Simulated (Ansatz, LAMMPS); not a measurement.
# Elastic response of amorphous 37HfO2-63TiO2 (mol %) (90 atoms), part 3 of 5

How stiff is amorphous 37HfO2-63TiO2 (mol %) (90 atoms), and how do its levels respond to strain?

Ansatz 0.2.0; Kohn-Sham DFT, PBEsol, PAW (set soft_2), plane waves.

The cell: 11 Hf, 19 Ti and 60 O. The quench rate of 200 K/ps far exceeds what a furnace or splat quench reaches. The network of bonds at the start is that of the classical potential that made the cell. The Brillouin zone is sampled at Γ only. Spin–orbit coupling is left out.

So far. Step 2 (Single point at the start): The r.m.s. force at the start is 0.62 eV/Å. Step 3 (Cell and atoms relaxed): The relaxation converged after 62 steps, with a largest force component of 0.025 eV/Å.

## Step 4: Single point at the relaxed geometry

The electronic structure is read at the final geometry, in a run of its own.

input.yaml

```yaml
crystal:
  lattice:
    - [10.30986, -0.1981, 0.06876]
    - [-0.1981, 9.75195, -0.06867]
    - [0.06876, -0.06867, 10.61788]
  atoms:
    - { symbol: Hf, position: [0.84732, 0.27779, 0.45231] }
    - { symbol: Hf, position: [0.08805, 0.18379, 0.64648] }
    - { symbol: Hf, position: [0.27221, 0.36192, 0.14905] }
    - { symbol: Hf, position: [0.82612, 0.96523, 0.65032] }
    - { symbol: Hf, position: [0.01505, 0.13468, 0.16302] }
    - { symbol: Hf, position: [0.90839, 0.3958, 0.90835] }
    [... 78 atom lines left out ...]
    - { symbol: O, position: [0.72391, 0.95173, 0.82066] }
    - { symbol: O, position: [0.84575, 0.75019, 0.70617] }
    - { symbol: O, position: [0.68316, 0.89697, 0.53079] }
    - { symbol: O, position: [0.15299, 0.71694, 0.39623] }
    - { symbol: O, position: [0.38189, 0.74267, 0.86013] }
    - { symbol: O, position: [0.07311, 0.82626, 0.89965] }
kpoints:
  mp_grid: { grid: [1, 1, 1] }
hamiltonian:
  xc: pbesol
scf:
  occupations: { method: fermi_dirac, width: 0.05 }
output:
  forces: true
  stress: true
  populations: true
  dos:
    method: { smearing: { sigma: 0.1 } }
    de: 0.1
    projected: { site_lists: { Hf: [Hf], O: [O], Ti: [Ti] } }
  eigenvalues: true
  write_density: true
  write_potential: true
  volumetric_format: npy
  elf: true
```

On the command line:

```bash
> ansatz run input.yaml --threads 4 --pin off --max-ram 8192MiB --backend cpu --events-out ev --progress --plain --runs-dir out
```

Numbers of over 12 decimals in the logs are rounded to 6 here.

The program printed:

```text
[...]
Crystal: 90 atoms, lattice volume = 1067.025 Å³
Basis set: ecut = 420 eV, 20877 PW (Γ), exchange–correlation on 144×144×144 points (8 copies of the dense FFT grid, shifted against one another)
Bands: 527, of which v1, the nominal top of the filled ones, is band 437 counted from 1 (436 counted from 0)
Symmetry: 1 space group operations
[...]
k-points: 1
[...]
SCF iter   1: F=—  HF=-252363.390629 eV  |F-HF|=—  |Δ(HF+E_count)|=         —  Δρ=1.78e-2  dr2=2.96e0  ethr=1.77e-3  ⟨swp⟩=4.0  Hψ=1716  notcnv=0  defer=30
[...]
SCF iter  12: F=-252362.730880 eV  HF=-252362.730880 eV  |F-HF|=3.04e-8  |Δ(HF+E_count)|=   1.01e-7  Δρ=2.16e-6  dr2=6.87e-8  ethr=1.14e-11  ⟨swp⟩=13.0  Hψ=3880  notcnv=0
SCF 1 converged in 12 iterations: F = -252362.730880 eV  dr2 = 6.87e-8
[...]
SCF converged after 12 iterations
Free energy (F): -252362.730880 eV
[...]
Internal energy: -252362.730880 eV  (E = F + TS)
E sigma→0 (E₀):  -252362.730880 eV
Fermi energy:    10.665418 eV
[...]
--- Forces (eV/Å), atoms counted from 1 ---
  atom   1  Hf     0.01013443    -0.01318460    -0.00239273
  atom   2  Hf    -0.01601632     0.00698294    -0.01631722
  atom   3  Hf    -0.00696451    -0.00385083     0.00875154
  atom   4  Hf    -0.00182035     0.00257145    -0.00240723
  atom   5  Hf    -0.00002120     0.00704465    -0.01670100
  atom   6  Hf     0.00611251    -0.00784418    -0.00639765
  atom   7  Hf     0.00237719     0.01700767     0.00784346
  atom   8  Hf    -0.00237338     0.02512637     0.00050251
  atom   9  Hf     0.00228499    -0.00257646    -0.01001852
  atom  10  Hf    -0.00137317     0.00982086    -0.01638494
  atom  11  Hf     0.00635373    -0.01073947     0.02334786
  atom  12  Ti    -0.00802987    -0.00447812     0.00428055
  atom  13  Ti    -0.00139332    -0.01631182    -0.00732001
  atom  14  Ti    -0.01216679     0.01007841    -0.01145169
[...]
atom  89  O     -0.00208379    -0.00418464     0.00291927
  atom  90  O     -0.00420226    -0.00386728    -0.00410919
  max |Σ_I F_I| component: 1.45e-4 eV/Å
--- Stress (GPa, compression-positive) ---
       -0.029506       0.003533       0.001059
        0.003533      -0.025201      -0.002728
        0.001059      -0.002728      -0.004731
  P = ⅓ Tr σ = -0.0198 GPa (-0.198 kbar)
--- Band table (eV) ---
[...]
--- Löwdin populations: 90 sites ---
  site symbol       q [e]
     0     Hf     24.6206
     1     Hf     24.6042
     2     Hf     24.6331
[...]
89      O      6.6147
  spilling = 0.003136 (of n_electrons = 874.000000)
```

Elapsed: 14 s, on 4 threads of Intel Xeon 6975P-C (Granite Rapids), shared host; peak memory 1.9 GiB; 49 s of CPU time.

The run gave:

```
free energy                                      : -252362.7309 eV
free energy per atom                             : -2804.0303 eV/atom
SCF cycles                                       : 12
pressure                                         : -0.01981 GPa
r.m.s. force component                           : 0.0077 eV/Å
longest force                                    : 0.02892 eV/Å
Fermi energy                                     : 10.67 eV
gap (highest filled to lowest empty level) : 2.697 eV
spilling of the projection                       : 0.003136
```

Löwdin charges by element and coordination (they lack the spilled electrons, 0.030 e an atom on average):

| element | coordination | atoms | mean charge (e) | spread | least | most |
| --- | --- | --- | --- | --- | --- | --- |
| Hf | all | 11 | 1.36 | 0.0287 | 1.31 | 1.40 |
| Hf | 6 | 5 | 1.38 | 0.0098 | 1.37 | 1.39 |
| Hf | 7 | 6 | 1.35 | 0.0334 | 1.31 | 1.40 |
| O | all | 60 | -0.617 | 0.0444 | -0.710 | -0.491 |
| O | 2 | 12 | -0.569 | 0.0374 | -0.641 | -0.491 |
| O | 3 | 39 | -0.620 | 0.0333 | -0.694 | -0.537 |
| O | 4 | 9 | -0.665 | 0.0311 | -0.710 | -0.600 |
| Ti | all | 19 | 1.30 | 0.028 | 1.25 | 1.35 |
| Ti | 4 | 1 | 1.25 | 0 | 1.25 | 1.25 |
| Ti | 5 | 9 | 1.31 | 0.026 | 1.26 | 1.35 |
| Ti | 6 | 7 | 1.30 | 0.0243 | 1.27 | 1.33 |
| Ti | 7 | 2 | 1.33 | 0.0059 | 1.32 | 1.33 |

States in the cell by windows of 1 eV, zero at the Fermi level; the larger projections on atomic orbitals stand beside the total:

| from (eV) | to (eV) | total | O p | Ti d | Hf d | Hf f |
| --- | --- | --- | --- | --- | --- | --- |
| -14 | -13 | 0.0 | 0.0 | 0.0 | 0.0 | 0.0 |
| -13 | -12 | 0.1 | 0.0 | 0.0 | 0.0 | 0.1 |
| -12 | -11 | 153.9 | 0.6 | 0.0 | 0.0 | 153.0 |
| -11 | -7 | 0.0 | 0.0 | 0.0 | 0.0 | 0.0 |
| -7 | -6 | 22.3 | 15.5 | 2.9 | 2.1 | 0.0 |
| -6 | -5 | 78.0 | 55.1 | 12.8 | 6.6 | 0.1 |
| -5 | -4 | 74.8 | 56.4 | 10.5 | 4.4 | 0.1 |
| -4 | -3 | 71.6 | 58.9 | 6.7 | 3.1 | 0.1 |
| -3 | -2 | 78.4 | 69.1 | 4.9 | 2.2 | 0.1 |
| -2 | -1 | 34.8 | 32.0 | 1.4 | 0.6 | 0.0 |
| -1 | 1 | 0.0 | 0.0 | 0.0 | 0.0 | 0.0 |
| 1 | 2 | 33.7 | 3.6 | 27.9 | 1.3 | 0.0 |
| 2 | 3 | 62.6 | 9.5 | 46.6 | 3.5 | 0.0 |
| 3 | 4 | 51.2 | 9.0 | 29.0 | 8.8 | 0.0 |

Between -26 and -14 eV lie 120 more states.

The stored curve holds about 634 of the 874 electrons; the rest, give or take the few that broadening carries across the Fermi level, lie in deeper levels below its range.

The levels nearest the highest filled one (over half full), pooled over k-points and spins:

| level less the highest filled one (eV) | occupation |
| --- | --- |
| -0.368 | 2 |
| -0.300 | 2 |
| -0.221 | 2 |
| -0.203 | 2 |
| -0.159 | 2 |
| 0 | 2 |
| 2.70 | 0 |
| 2.73 | 0 |
| 2.82 | 0 |
| 2.86 | 0 |
| 2.89 | 0 |
| 2.93 | 0 |

Electrostatic potential energy in the ac plane at fractional y = 0.117, with atoms of Hf and Ti and O within 0.2 Å of it. With pseudopotentials it is smooth inside the atoms' cores, unlike the true potential.

Values in eV, 13 rows by 16 columns, each cell a mean:
```
 -6   6   8  13  14   9   3   8  13  10   4 -24 -29 -15  -2 -26
 11   4   5  -2   3 -10 -27 -17   8   7  10   0  -6   4  13  12
 12  10   5 -27 -16  -4 -21 -12  10  14  14  14  13  14  15  15
  4  -3   4   7  12  13  10  11  13  14   9   7  13  13  13  12
 -7 -24  -9  10  15  15  15  12   8   7 -20 -25  10  11   6   7
  6  -2   0   5  13  14  14  11   4   5   5   5  14   8 -26 -17
 14  13   3  -3   1   0   3 -20  -5  12  15  15  14  13   4   8
 15  15  13   3 -24 -26  -8 -14   1  15  12 -17 -13  12  14  15
 14  14  14   8 -10 -13   4  14  15  14   8 -12  -6  14  15  14
 -3   5  13  12   3   9  11  14   8   7  -4  -6   9  14  12   3
-28 -16   9  13   9   3   4   4 -28 -15   5   4   6  -3   4 -23
-22  -7  10  13   9  -2  -1   9   2   7  12  10   6   0   7 -12
  2  10  13  14  13   9   9  13  14  13   7 -10 -18  -2   6 -10
```
Columns run along a (10.3 Å; values clipped at the 3rd and 97th percentile), rows up along c (10.6 Å). Atoms in or near the plane, at fractional coordinates: Hf at (0.02, 0.16), Ti at (0.41, 0.85), O at (0.92, 0.56), O at (0.47, 0.46), O at (0.54, 0.18), O at (0.96, 0.97), O at (0.68, 0.64), O at (0.74, 0.38), O at (0.23, 0.81).

Valence density in the ac plane at fractional y = 0.117, with atoms of Hf and Ti and O within 0.2 Å of it. It is the smooth field of the valence electrons, not physical close to the nuclei.

Ten steps, logarithmic in the rise over the least value, from '_' (0 e/Å³) to '@' (24 e/Å³), each cell a mean:
```
++--..______________........__........::**@@@@%%++::==**##
==::......__________..----::....::--::::++%%%%##==::--++++
..........::::::::::==****++::::----::..::====--......::::
______..::==**++==--**####**::....::....__........________
______..::++##**++::==****==..______________......________
........::==++++--....::::....____________________________
..::::::....::::..______......______..::::....__________..
::==++++--..______________....____..==++**==::______......
::++****==..________________......::++####++::....::----::
::--====--::..______________......::--++++--....::==****==
::....::--==--::________....::........::::..__..::++****==
..__..::==++==::..____..--====--..______________..--====--
______..::--------==----++****==::______..::::............
________....::==**##**--==****==..____::==++++--..________
____________..++####**--::----::____..--**##**==..________
____________..--++++==::____________..::++**++--..________
....________..::--::..______________..::----::..__________
::::..____..::----::..______..::::..::----::....________..
##**==..____..::--::..__..::==++++--::----::..::::....--++
@@@@**::____......::::....::++##**++::......::====--::++%%
@@%%**::......__..::----::::==++++--..____..--==++--::==##
**++--..::::......::--::......::::..______..::----::..::==
::::....::::....__..::....______________..----::......::--
==::..........____........____________..==####**--::--++++
```
Columns run along a (10.3 Å), rows up along c (10.6 Å). Atoms in or near the plane, at fractional coordinates: Hf at (0.02, 0.16), Ti at (0.41, 0.85), O at (0.92, 0.56), O at (0.47, 0.46), O at (0.54, 0.18), O at (0.96, 0.97), O at (0.68, 0.64), O at (0.74, 0.38), O at (0.23, 0.81).

Filled and empty levels are parted by 2.70 eV (at Γ alone); a semilocal functional tends to put such gaps too low. In a disordered cell it changes from sample to sample, and tail or defect levels can set it. Mean Löwdin charges: Hf +1.36, O -0.62, Ti +1.30 e (they miss 0.31 % of the electrons, so they add up to more than the cell's charge). The largest share in the top eV of filled states is O p (92 % of the projected weight), and in the lowest eV of empty states Ti d (82 % of the projected weight).

## Step 5: Volume -3 %

The relaxed cell is scaled evenly and the atoms are relaxed again; the stress at the end gives one point of P(V).

input.yaml, the sections that differ from step 4:

```yaml
crystal:
  lattice:
    - [10.20571, -0.1961, 0.06807]
    - [-0.1961, 9.65344, -0.06798]
    - [0.06807, -0.06798, 10.51062]
  atoms:
    [... the 90 atom lines of step 4 ...]
output:
  forces: true
  eigenvalues: true
  stress: true
relax:
  f_tol: 0.05
  max_steps: 70
# kpoints, hamiltonian, scf: as in step 4
```

The program printed:

```text
Warning: output.stress: scf.convergence.dr2_threshold = 1e-7 eV (the SCF's general default) is looser than the 9e-9 eV advised for a printed stress (1e-10 eV for each atom of the cell: 90). What an SCF threshold leaves in a stress goes as its square root, and in the free energy as the threshold itself, and one threshold admits the most on a small cell: [...]
[...]
Crystal: 90 atoms, lattice volume = 1035.014 Å³
Basis set: ecut = 420 eV, 20199 PW (Γ), exchange–correlation on 144×144×144 points (8 copies of the dense FFT grid, shifted against one another)
Bands: 527, of which v1, the nominal top of the filled ones, is band 437 counted from 1 (436 counted from 0)
Symmetry: 1 space group operations
[...]
k-points: 1
[...]
SCF iter   1: F=—  HF=-252362.687520 eV  |F-HF|=—  |Δ(HF+E_count)|=         —  Δρ=1.77e-2  dr2=2.80e0  ethr=1.77e-3  ⟨swp⟩=4.0  Hψ=1716  notcnv=0  defer=30
[...]
SCF iter   8: F=-252362.044119 eV  HF=-252362.044120 eV  |F-HF|=1.31e-6  |Δ(HF+E_count)|=   1.86e-5  Δρ=3.21e-5  dr2=1.27e-5  ethr=7.15e-9  ⟨swp⟩=10.0  Hψ=2032  notcnv=0
SCF 1 converged in 8 iterations: F = -252362.044119 eV  dr2 = 1.27e-5
[...]
relax step   1: F+E_penalty+E_count = -252362.04411875 eV  Δ(F+E_penalty+E_count) = +0.000e0 eV  max|allowed force component| = 3.900e-1 eV/Å  Δτ_max = 0.0000 Å  (8 SCF iters, dr2 threshold 6.25e-5 eV, accepted)
[...]
relax step   2: F+E_penalty+E_count = -252362.24838537 eV  Δ(F+E_penalty+E_count) = -2.043e-1 eV  max|allowed force component| = 2.657e-1 eV/Å  Δτ_max = 0.0556 Å  (7 SCF iters, dr2 threshold 9.50e-6 eV, accepted)
[...]
relax step   3: F+E_penalty+E_count = -252362.34716098 eV  Δ(F+E_penalty+E_count) = -9.878e-2 eV  max|allowed force component| = 1.709e-1 eV/Å  Δτ_max = 0.0586 Å  (8 SCF iters, dr2 threshold 4.41e-6 eV, accepted)
relax step   4: F+E_penalty+E_count = -252362.35051568 eV  Δ(F+E_penalty+E_count) = -3.355e-3 eV  max|allowed force component| = 3.571e-1 eV/Å  Δτ_max = 0.2000 Å  (8 SCF iters, dr2 threshold 1.21e-5 eV, accepted)
relax step   5: F+E_penalty+E_count = -252362.40752993 eV  Δ(F+E_penalty+E_count) = -5.701e-2 eV  max|allowed force component| = 2.315e-1 eV/Å  Δτ_max = 0.0599 Å  (6 SCF iters, dr2 threshold 5.27e-5 eV, accepted)
relax step   6: F+E_penalty+E_count = -252362.40157773 eV  Δ(F+E_penalty+E_count) = +5.952e-3 eV  max|allowed force component| = 1.467e-1 eV/Å  Δτ_max = 0.0867 Å  (7 SCF iters, dr2 threshold 2.25e-5 eV, rejected (line search))
relax step   7: F+E_penalty+E_count = -252362.41686943 eV  Δ(F+E_penalty+E_count) = -9.339e-3 eV  max|allowed force component| = 8.807e-2 eV/Å  Δτ_max = 0.0246 Å  (10 SCF iters, accepted)
relax step   8: F+E_penalty+E_count = -252362.40492220 eV  Δ(F+E_penalty+E_count) = +1.195e-2 eV  max|allowed force component| = 1.208e-1 eV/Å  Δτ_max = 0.0912 Å  (11 SCF iters, rejected (line search))
relax step   9: F+E_penalty+E_count = -252362.41832170 eV  Δ(F+E_penalty+E_count) = -1.452e-3 eV  max|allowed force component| = 5.837e-2 eV/Å  Δτ_max = 0.0187 Å  (10 SCF iters, accepted)
[...]
relax step  10: F+E_penalty+E_count = -252362.41951948 eV  Δ(F+E_penalty+E_count) = -1.198e-3 eV  max|allowed force component| = 1.883e-2 eV/Å  Δτ_max = 0.0141 Å  (8 SCF iters, accepted)
SCF converged after 8 iterations
Free energy (F): -252362.419519 eV
[...]
Internal energy: -252362.419519 eV  (E = F + TS)
E sigma→0 (E₀):  -252362.419519 eV
Fermi energy:    11.164349 eV
[...]
--- Forces (eV/Å), atoms counted from 1 ---
  atom   1  Hf     0.00539946    -0.00361755     0.00653033
  atom   2  Hf    -0.01352599     0.00969055     0.00091418
  atom   3  Hf    -0.01057369     0.00008681     0.00000711
  atom   4  Hf     0.00686340     0.00605147    -0.00249306
  atom   5  Hf    -0.00414870     0.00478352    -0.00515986
  atom   6  Hf    -0.00393204     0.00371707     0.00825883
  atom   7  Hf    -0.00192312     0.00160449     0.00157844
  atom   8  Hf    -0.00248005    -0.00188269    -0.00345903
  atom   9  Hf     0.01068993    -0.00738194    -0.00364969
  atom  10  Hf     0.01500342    -0.01447383     0.00477181
  atom  11  Hf     0.00973472     0.01688122     0.01242551
  atom  12  Ti     0.00393426    -0.00992091     0.00967804
  atom  13  Ti     0.00414272     0.00105207    -0.00731858
  atom  14  Ti    -0.00074912    -0.00195353    -0.00516546
[...]
atom  89  O      0.00139081     0.00318932     0.00259927
  atom  90  O     -0.00207715     0.00563210    -0.00035649
  max |Σ_I F_I| component: 1.27e-4 eV/Å
--- Stress (GPa, compression-positive) ---
        2.642598       0.057746      -0.481377
        0.057746       3.495553       0.002190
       -0.481377       0.002190       3.385005
  P = ⅓ Tr σ = 3.1744 GPa (31.744 kbar)
--- Band table (eV) ---
[...]
--- Relaxed structure (10 steps of the walk, 8 accepted, 0 SCFs on fresh bases) ---
  F+E_penalty+E_count = -252362.41951948 eV   max|allowed force component| = 1.883e-2 eV/Å
  atoms:
    - { symbol: Hf, position: [0.848911, 0.280286, 0.453175] }
    - { symbol: Hf, position: [0.090003, 0.183048, 0.644925] }
    - { symbol: Hf, position: [0.264791, 0.363396, 0.137637] }
    - { symbol: Hf, position: [0.825763, 0.965181, 0.651285] }
[...]
- { symbol: O, position: [0.081365, 0.824198, 0.899352] }
```

Elapsed: 88 s, on 4 threads; peak memory 1.8 GiB; 5.4 min of CPU time.

The program notes that the SCF threshold is loose for the stress.

The relaxation converged after 10 steps, 0.375 eV below its start, with a largest force component of 0.019 eV/Å.

Volume -3 %: the energy stands 0.311 eV above that of the reference, at a pressure of 3.17 GPa.

## Step 6: Volume +3 %

The relaxed cell is scaled to another volume.

Input and log are left out; they have the form of those shown for this kind of step.

Wall time 94 s (4 threads of Intel Xeon 6975P-C (Granite Rapids), shared host); peak memory 1.9 GiB.

The relaxation converged after 10 steps, 0.318 eV below its start, with a largest force component of 0.019 eV/Å.

Volume +3 %: the energy stands 0.295 eV above that of the reference, at a pressure of -2.91 GPa.

## Step 7: Volume -6 %

The relaxed cell is scaled to another volume.

Input and log are left out; they have the form of those shown for this kind of step.

Run time: 2.9 min. Hardware: 4 threads of Intel Xeon 6975P-C (Granite Rapids), shared host; peak memory 1.8 GiB; 11 min of CPU time.

The relaxation converged after 20 steps, 1.69 eV below its start, with a largest force component of 0.016 eV/Å.

Volume -6 %: the energy stands 1.17 eV above that of the reference, at a pressure of 5.85 GPa.

## Step 8: Volume +6 %

The relaxed cell is scaled to another volume.

Input and log are left out; they have the form of those shown for this kind of step.

The job ended after 4.7 min (4 threads of Intel Xeon 6975P-C (Granite Rapids), shared host; peak memory 2 GiB).

The relaxation converged after 28 steps, 1.35 eV below its start, with a largest force component of 0.027 eV/Å.

Volume +6 %: the energy stands 0.987 eV above that of the reference, at a pressure of -3.50 GPa.

(Part 3 of 5 ends here.)

[Logs are printed without paths, hosts, clocks, repeated set-up lines and the standing remarks that a program may print on its own settings, such as how far it seeks lower states.]

[Hosts, paths, dates, database ids (printed as entryN), source tags and the programs' standing remarks are cut or masked in the printed files.]
